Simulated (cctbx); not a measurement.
## Which space group?

Cell: a = 7.5240 Å, b = 7.5240 Å, c = 14.0020 Å, α = 90.00°, β = 90.00°, γ = 90.00°. Expected content of the cell: Ho20 Gd4 Co8.

Simulated single-crystal data (cctbx): Mo Kα, λ = 0.71073 Å, to d = 0.77 Å, 95 % of the full sphere, strongest reflection 5000 counts, noise from counting, a 6 % proportional error and a noise floor of 8 counts (s.d.); no absorption.

Tests on the unmerged data give:

```text
6915 reflections to d = 0.770 A
centring   violations  <I/sigma> of those
    A        712 of  3487      2.2
    B        712 of  3463      2.2
    C        722 of  3478      2.1
    I          0 of  3459      0.0
    R        990 of  4617      2.3
    F       1073 of  5214      2.2
Laue class    unique    Rint  (classes that these axes allow; Friedel mates merged)
I 1 2/m 1         979   0.077
I 1 1 2/m         946   0.075
I 2/m 1 1         979   0.078
I m m m           546   0.083
I 4/m             478   0.083
I 4/m m m         301   0.086
space group    extra absences  I>4sigma  <I/sigma>
I 4 2 2                 0          0         -  acentric
I 4 m m                 0          0         -  acentric
I 4 c m               270          0      -0.1  acentric
I -4 m 2                0          0         -  acentric
I -4 c 2              270          0      -0.1  acentric
I -4 2 m                0          0         -  acentric
I 4/m m m               0          0         -  centric
I 4/m c m             270          0      -0.1  centric
Wilson B = 1.44 A^2   <|E^2-1|> = 0.985 (0.968 centric, 0.736 acentric)   E^2>4: 3.7 %
shell (A)         n   <I/sigma>
 7.00 - 1.54     47     15.9
 1.54 - 1.22     41     16.2
 1.22 - 1.07     34     16.9
 1.07 - 0.97     38     15.5
 0.97 - 0.90     38     11.2
 0.90 - 0.85     34     10.8
 0.85 - 0.81     32      9.7
 0.81 - 0.77     37     12.6
```

Q: Read the symmetry from these tables.

The reflections that I centring forbids are absent (⟨I/σ⟩ near 0), so the lattice is I.

Rint stays low (0.075 to 0.086) up to I 4/m m m, the highest class in these axes.

8 settings pass the absence test. The most absences obeyed, 270, belong to I 4 c m, I -4 c 2 and I 4/m c m, which absences can't tell apart.

⟨|E²−1|⟩ = 0.985 leans to a centrosymmetric structure. The Wilson B of 1.44 Å² means U ≈ 0.0182 Å².

The true group is I4/mcm (no. 140), Laue class 4/mmm, centrosymmetric. The tables only narrow the choice to the tied entries; cell content, site symmetry and trial solutions must settle it.

The model was made for the exercise: a known structure type with other elements put in, its volume estimated, not relaxed; displacement parameters are assumed.

[Logs are printed without paths, hosts, clocks, repeated set-up lines and the standing remarks that a program may print on its own settings, such as how far it seeks lower states.]
